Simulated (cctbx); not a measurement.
## A crystallographic session in cctbx: Sm2Mn3Ga9

Library: cctbx 2025.11. The data are simulated by the first script.

## 1. Simulate the data

run.py:

```python
from cctbx import adptbx, crystal, miller, sgtbx, xray
from cctbx.array_family import flex
from iotbx.shelx import hklf
from scitbx import matrix
import scitbx.random

cs = crystal.symmetry(unit_cell=(12.964, 7.506, 9.641, 90, 90, 90), space_group_symbol='Hall: -C 2c 2')  # Cmcm
atoms = [  # label, site, U (iso, or U11 U22 U33 U12 U13 U23 in A^2), occupancy
    ("Sm1", (0.6638, 0.168, 0.25), (0.0087, 0.0067, 0.0101, -0.0018, 0.0000, 0.0000), 1),
    ("Ga1", (0.3371, 0.8287, 0.0726), (0.0144, 0.0124, 0.0144, 0.0015, -0.0005, -0.0010), 1),
    ("Ga2", (0.5, 0.6743, 0.9482), (0.0092, 0.0096, 0.0097, 0.0000, 0.0000, 0.0005), 1),
    ("Ga3", (0.5, 0.8821, 0.25), (0.0067, 0.0184, 0.0087, 0.0000, 0.0000, 0.0000), 1),
    ("Ga4", (0.894, 0.0492, 0.25), (0.0103, 0.0083, 0.0112, -0.0042, 0.0000, 0.0000), 1),
    ("Mn1", (0.1747, 0, 0), (0.0121, 0.0063, 0.0100, 0.0000, 0.0000, 0.0016), 1),
    ("Mn2", (0.5, 0, 0), (0.0054, 0.0060, 0.0060, 0.0000, 0.0000, 0.0000), 1),
]
xs = xray.structure(crystal_symmetry=cs)
for label, site, u, occ in atoms:
    u = adptbx.u_cif_as_u_star(cs.unit_cell(), u) if isinstance(u, tuple) else u
    xs.add_scatterer(xray.scatterer(label, site=site, u=u, occupancy=occ))
xs.set_inelastic_form_factors(0.56087, "sasaki")
xs.show_summary()
p1 = xs.expand_to_p1()
ms = miller.build_set(p1, anomalous_flag=True, d_min=1.1)
flex.set_random_seed(679617)
scitbx.random.set_random_seed(679617)
ms = ms.select(flex.random_double(ms.size()) < 0.8)
i = ms.structure_factors_from_scatterers(p1, algorithm="direct").f_calc().as_intensity_array().data()
i = i * 5000 / flex.max(i)
sig = flex.sqrt(i + flex.pow2(0.06 * i) + 4 ** 2)
noise = scitbx.random.variate(scitbx.random.normal_distribution())(i.size())
data = ms.array(data=i + sig * noise, sigmas=sig).set_observation_type_xray_intensity()
with open("data.hkl", "w") as f:
    data.export_as_shelx_hklf(f)
print("reflections written:", data.size(), " <I/sigma> = %.1f" % flex.mean(data.data() / data.sigmas()))
for h, a, b in list(data.sort("data"))[:12]:
    print("%4d%4d%4d %9.1f %7.1f" % (h + (a, b)))
```

```console
$ python run.py
```

```text
Number of scatterers: 7
At special positions: 6
Unit cell: (12.964, 7.506, 9.641, 90, 90, 90)
Space group: C m c m (No. 63)
reflections written: 2375  <I/sigma> = 3.0
   3  -3   0    5324.4   308.2
  -3   3   0    5206.3   308.2
  -6   0   0    4997.6   292.2
  -3  -3   0    4946.8   308.2
   3   3   0    4779.1   308.2
   6   0   0    4772.2   292.2
  -3   1  -3    3215.2   180.5
   3  -1  -3    3127.0   180.5
  -3   1   3    3076.9   180.5
  -3  -1   3    3046.5   180.5
   0   0   4    2925.1   181.2
   0  -2  -3    2751.9   158.6
```

It took 0.4 s on 1 thread of Arm Neoverse N1 (shared host), peak memory 0.07 GiB.

## 2. Refinement (right model)

run.py:

```python
import math
from cctbx import adptbx, crystal, maptbx, sgtbx, xray
from cctbx.array_family import flex
from cctbx.xray import observations
from iotbx.shelx import hklf
from scitbx.lstbx import normal_eqns_solving
from smtbx import absolute_structure, utils
from smtbx.refinement import constraints, least_squares

cs = crystal.symmetry(unit_cell=(12.964, 7.506, 9.641, 90, 90, 90), space_group_symbol='Hall: -C 2c 2')  # Cmcm
atoms = [  # label, site, U (iso, or U11 U22 U33 U12 U13 U23 in A^2), occupancy
    ("Sm1", (0.6665, 0.1683, 0.25), 0.0200, 1),
    ("Ga1", (0.3353, 0.8281, 0.0762), 0.0200, 1),
    ("Ga2", (0.5, 0.6768, 0.9468), 0.0200, 1),
    ("Ga3", (0.5, 0.884, 0.25), 0.0200, 1),
    ("Ga4", (0.8911, 0.0496, 0.25), 0.0200, 1),
    ("Mn1", (0.172, 0, 0), 0.0200, 1),
    ("Mn2", (0.5, 0, 0), 0.0200, 1),
]
xs = xray.structure(crystal_symmetry=cs)
for label, site, u, occ in atoms:
    u = adptbx.u_cif_as_u_star(cs.unit_cell(), u) if isinstance(u, tuple) else u
    xs.add_scatterer(xray.scatterer(label, site=site, u=u, occupancy=occ))
xs.set_inelastic_form_factors(0.56087, "sasaki")
raw = hklf.reader(file_name="data.hkl").as_miller_arrays(crystal_symmetry=cs, anomalous=True)[0]
merged = raw.eliminate_sys_absent().merge_equivalents()
fo2 = merged.array().set_observation_type_xray_intensity()
print("Rint %.3f, %d unique reflections to %.2f A" % (merged.r_int(), fo2.size(), fo2.d_min()))
for sc in xs.scatterers():
    sc.flags.set_grad_site(True)
    sc.flags.set_grad_u_aniso(sc.flags.use_u_aniso())
    sc.flags.set_grad_u_iso(sc.flags.use_u_iso())
obs = fo2.as_xray_observations()
extra = {}
rep = constraints.reparametrisation(xs, [], utils.connectivity_table(xs), **extra)
ls = least_squares.crystallographic_ls(obs, rep, weighting_scheme=least_squares.mainstream_shelx_weighting(a=0, b=0))
print("cycle     R1     wR2    GooF  max shift (A)")
for cycle in range(8):
    ls.build_up()
    r1, wr2, goof = ls.r1_factor(cutoff_factor=2)[0], ls.wR2(), ls.goof()
    old = xs.sites_cart()
    normal_eqns_solving.levenberg_marquardt_iterations(ls, n_max_iterations=3, tau=1e-06, step_threshold=1e-7)
    big = flex.max((xs.sites_cart() - old).norms())
    print("%4d %7.4f %7.4f %7.3f %9.5f" % (cycle + 1, r1, wr2, goof, big))
    ls.build_up(objective_only=True)
    if abs(ls.wR2() - wr2) < 5e-5 and big < 5e-4:
        break
ls.build_up()
print("final R1 %.4f wR2 %.4f GooF %.3f  parameters %d  data/parameter %.1f" % (ls.r1_factor(cutoff_factor=2)[0], ls.wR2(), ls.goof(), ls.n_parameters, fo2.size() / ls.n_parameters))
cov = ls.covariance_matrix_and_annotations()
su = dict(zip(cov.annotations, (math.sqrt(max(v, 0)) for v in cov.matrix.matrix_packed_u_diagonal())))
a2 = cs.unit_cell().reciprocal_parameters()[0] ** -2
print("atom        x        y        z      Ueq    occ   su(xyz)  su(Uiso or U11)")
for sc in xs.scatterers():
    s = max(su.get(sc.label + k, 0) for k in (".x", ".y", ".z"))
    npd = "" if sc.is_positive_definite_u(cs.unit_cell()) else "  NPD"
    print("%-5s %8.5f %8.5f %8.5f %8.4f %6.3f %8.5f %7.4f%s" % ((sc.label,) + sc.site + (sc.u_iso_or_equiv(cs.unit_cell()), sc.occupancy, s, su.get(sc.label + ".uiso", su.get(sc.label + ".u11", 0) * a2), npd)))
fo = fo2.f_sq_as_f()
fc = fo.structure_factors_from_scatterers(xs, algorithm="direct").f_calc()
diff = fo.f_obs_minus_f_calc(1 / math.sqrt(ls.scale_factor()), fc).average_bijvoet_mates()
m = diff.fft_map(symmetry_flags=maptbx.use_space_group_symmetry, resolution_factor=0.25).apply_volume_scaling()
print("difference map: max %.2f min %.2f rms %.2f" % (m.statistics().max(), m.statistics().min(), m.statistics().sigma()))
peaks = m.peak_search(parameters=maptbx.peak_search_parameters(min_distance_sym_equiv=0.6, max_clusters=6)).all()
near = xs.closest_distances(peaks.sites(), distance_cutoff=4)
sps = cs.special_position_settings(min_distance_sym_equiv=0.5)
for k, (x, h) in enumerate(zip(peaks.sites(), peaks.heights())):
    ss = sps.site_symmetry(x)
    print("Q%-3d %7.4f %7.4f %7.4f %4d %7.2f  %.2f A from %s" % ((k + 1,) + tuple(t % 1 for t in ss.exact_site()) + (ss.multiplicity(), h, near.smallest_distances[k], xs.scatterers()[near.i_seqs[k]].label)))
```

```console
$ python run.py
```

```text
Rint 0.059, 209 unique reflections to 1.11 A
cycle     R1     wR2    GooF  max shift (A)
   1  0.0900  0.2199   3.997   0.04154
   2  0.0255  0.0594   1.080   0.00001
final R1 0.0255 wR2 0.0594 GooF 1.080  parameters 18  data/parameter 11.6
atom        x        y        z      Ueq    occ   su(xyz)  su(Uiso or U11)
Sm1    0.66387  0.16790  0.25000   0.0092  1.000  0.00016  0.0006
Ga1    0.33719  0.82866  0.07275   0.0138  1.000  0.00024  0.0007
Ga2    0.50000  0.67471  0.94858   0.0104  1.000  0.00033  0.0007
Ga3    0.50000  0.88276  0.25000   0.0106  1.000  0.00044  0.0010
Ga4    0.89402  0.04907  0.25000   0.0101  1.000  0.00033  0.0008
Mn1    0.17472  0.00000  0.00000   0.0089  1.000  0.00024  0.0010
Mn2    0.50000  0.00000  0.00000   0.0078  1.000  0.00000  0.0013
difference map: max 1.03 min -1.28 rms 0.30
Q1    0.0000  0.5000  0.0000    4    1.03  0.00 A from Mn2
Q2    0.0000  0.4805  0.2500    4    1.01  0.73 A from Ga3
Q3    0.0000  0.2120  0.6007    8    0.91  0.55 A from Ga2
Q4    0.0901  0.4946  0.2500    8    0.90  1.44 A from Ga3
Q5    0.0798  0.5000  0.0000    8    0.89  1.03 A from Mn2
Q6    0.0000  0.4238  0.0976    8    0.89  1.10 A from Mn2
```

Time: 0.58 s.

## 3. Simulate the data

run.py, as its changes from the last script of this kind:

```diff
@@ -24 +24 @@
-ms = miller.build_set(p1, anomalous_flag=True, d_min=1.1)
+ms = miller.build_set(p1, anomalous_flag=True, d_min=0.84)
```

```console
$ python run.py
```

```text
Number of scatterers: 7
At special positions: 6
Unit cell: (12.964, 7.506, 9.641, 90, 90, 90)
Space group: C m c m (No. 63)
reflections written: 5329  <I/sigma> = 2.8
  -3   3   0    5432.0   308.2
   3   3   0    4891.3   308.2
  -6   0   0    4661.1   292.2
   3  -3   0    4586.5   308.2
  -3  -3   0    4541.9   308.2
   3   1   3    3105.4   180.5
  -3   1  -3    2989.7   180.5
   3  -1   3    2973.5   180.5
   0   0  -4    2962.6   181.2
   3   1  -3    2922.5   180.5
   0   0   4    2901.1   181.2
  -3   1   3    2843.6   180.5
```

Time: 0.44 s.

## 4. Refinement (right model)

run.py, as its changes from the last script of this kind:

```diff
@@ -12,6 +12,6 @@
-    ("Sm1", (0.6665, 0.1683, 0.25), 0.0200, 1),
-    ("Ga1", (0.3353, 0.8281, 0.0762), 0.0200, 1),
-    ("Ga2", (0.5, 0.6768, 0.9468), 0.0200, 1),
-    ("Ga3", (0.5, 0.884, 0.25), 0.0200, 1),
-    ("Ga4", (0.8911, 0.0496, 0.25), 0.0200, 1),
-    ("Mn1", (0.172, 0, 0), 0.0200, 1),
+    ("Sm1", (0.664, 0.1684, 0.25), 0.0200, 1),
+    ("Ga1", (0.3364, 0.8254, 0.0695), 0.0200, 1),
+    ("Ga2", (0.5, 0.6703, 0.9477), 0.0200, 1),
+    ("Ga3", (0.5, 0.8816, 0.25), 0.0200, 1),
+    ("Ga4", (0.893, 0.0497, 0.25), 0.0200, 1),
+    ("Mn1", (0.1736, 0, 0), 0.0200, 1),
@@ -24,0 +25 @@
+xs.convert_to_anisotropic()
```

```console
$ python run.py
```

```text
Rint 0.068, 464 unique reflections to 0.84 A
cycle     R1     wR2    GooF  max shift (A)
   1  0.1027  0.2174   3.619   0.04033
   2  0.0247  0.0547   0.910   0.00000
final R1 0.0247 wR2 0.0547 GooF 0.910  parameters 40  data/parameter 11.6
atom        x        y        z      Ueq    occ   su(xyz)  su(Uiso or U11)
Sm1    0.66385  0.16817  0.25000   0.0088  1.000  0.00008  0.0003
Ga1    0.33715  0.82871  0.07264   0.0140  1.000  0.00013  0.0005
Ga2    0.50000  0.67434  0.94825   0.0096  1.000  0.00017  0.0007
Ga3    0.50000  0.88193  0.25000   0.0113  1.000  0.00025  0.0009
Ga4    0.89401  0.04931  0.25000   0.0099  1.000  0.00017  0.0006
Mn1    0.17468  0.00000  0.00000   0.0098  1.000  0.00013  0.0009
Mn2    0.50000  0.00000  0.00000   0.0054  1.000  0.00000  0.0011
difference map: max 1.80 min -1.69 rms 0.39
Q1    0.0000  0.3576  0.7500    4    1.81  1.96 A from Ga3
Q2    0.0000  0.2207  0.2500    4    1.70  1.21 A from Ga3
Q3    0.0000  0.3739  0.5588    8    1.54  1.10 A from Mn2
Q4    0.0844  0.2496  0.7500    8    1.53  1.20 A from Sm1
Q5    0.0000  0.2181  0.6944    8    1.51  1.41 A from Ga2
Q6    0.1389  0.1507  0.7500    8    1.35  1.40 A from Sm1
```

Time: 0.58 s.

## 5. Simulate the data

run.py, as its changes from the last script of this kind:

```diff
@@ -24 +24 @@
-ms = miller.build_set(p1, anomalous_flag=True, d_min=0.84)
+ms = miller.build_set(p1, anomalous_flag=True, d_min=0.6)
```

```console
$ python run.py
```

```text
Number of scatterers: 7
At special positions: 6
Unit cell: (12.964, 7.506, 9.641, 90, 90, 90)
Space group: C m c m (No. 63)
reflections written: 14562  <I/sigma> = 2.1
   3   3   0    5120.5   308.2
   6   0   0    4936.6   292.2
  -6   0   0    4758.6   292.2
  -3  -3   0    4734.4   308.2
  -3   3   0    4547.9   308.2
   3   1  -3    3309.3   180.5
  -3  -1  -3    3235.3   180.5
   3   1   3    3159.3   180.5
   0   0   4    3005.5   181.2
   3  -1  -3    2739.0   180.5
   3  -1   3    2669.7   180.5
  -3  -1   3    2632.2   180.5
```

Time: 0.51 s.

## 6. Refinement (right model)

run.py, as its changes from the last script of this kind:

```diff
@@ -12,6 +12,6 @@
-    ("Sm1", (0.664, 0.1684, 0.25), 0.0200, 1),
-    ("Ga1", (0.3364, 0.8254, 0.0695), 0.0200, 1),
-    ("Ga2", (0.5, 0.6703, 0.9477), 0.0200, 1),
-    ("Ga3", (0.5, 0.8816, 0.25), 0.0200, 1),
-    ("Ga4", (0.893, 0.0497, 0.25), 0.0200, 1),
-    ("Mn1", (0.1736, 0, 0), 0.0200, 1),
+    ("Sm1", (0.6658, 0.1728, 0.25), 0.0200, 1),
+    ("Ga1", (0.3347, 0.8325, 0.0711), 0.0200, 1),
+    ("Ga2", (0.5, 0.675, 0.9493), 0.0200, 1),
+    ("Ga3", (0.5, 0.8809, 0.25), 0.0200, 1),
+    ("Ga4", (0.8941, 0.0439, 0.25), 0.0200, 1),
+    ("Mn1", (0.1764, 0, 0), 0.0200, 1),
```

```console
$ python run.py
```

```text
Rint 0.090, 1236 unique reflections to 0.60 A
cycle     R1     wR2    GooF  max shift (A)
   1  0.2060  0.4018   5.285   0.04573
   2  0.0304  0.0693   0.911   0.00001
final R1 0.0304 wR2 0.0693 GooF 0.911  parameters 40  data/parameter 30.9
atom        x        y        z      Ueq    occ   su(xyz)  su(Uiso or U11)
Sm1    0.66378  0.16808  0.25000   0.0086  1.000  0.00005  0.0001
Ga1    0.33715  0.82857  0.07262   0.0137  1.000  0.00009  0.0003
Ga2    0.50000  0.67417  0.94811   0.0094  1.000  0.00012  0.0003
Ga3    0.50000  0.88227  0.25000   0.0110  1.000  0.00018  0.0004
Ga4    0.89405  0.04922  0.25000   0.0100  1.000  0.00012  0.0003
Mn1    0.17479  0.00000  0.00000   0.0096  1.000  0.00009  0.0005
Mn2    0.50000  0.00000  0.00000   0.0056  1.000  0.00000  0.0005
difference map: max 3.31 min -3.35 rms 0.70
Q1    0.0000  0.4578  0.7500    4    3.38  1.20 A from Ga3
Q2    0.0875  0.2220  0.7500    8    2.91  1.29 A from Sm1
Q3    0.2491  0.1452  0.7500    8    2.87  1.79 A from Sm1
Q4    0.1898  0.4825  0.1461   16    2.72  1.40 A from Ga1
Q5    0.0000  0.2988  0.6470    8    2.68  1.31 A from Ga2
Q6    0.0000  0.4112  0.0452    8    2.43  0.80 A from Mn2
```

Run time: 0.67 s on 1 thread of Arm Neoverse N1, on a shared host, peak memory 0.09 GiB.

[Logs are printed without paths, hosts, clocks, repeated set-up lines and the standing remarks that a program may print on its own settings, such as how far it seeks lower states.]
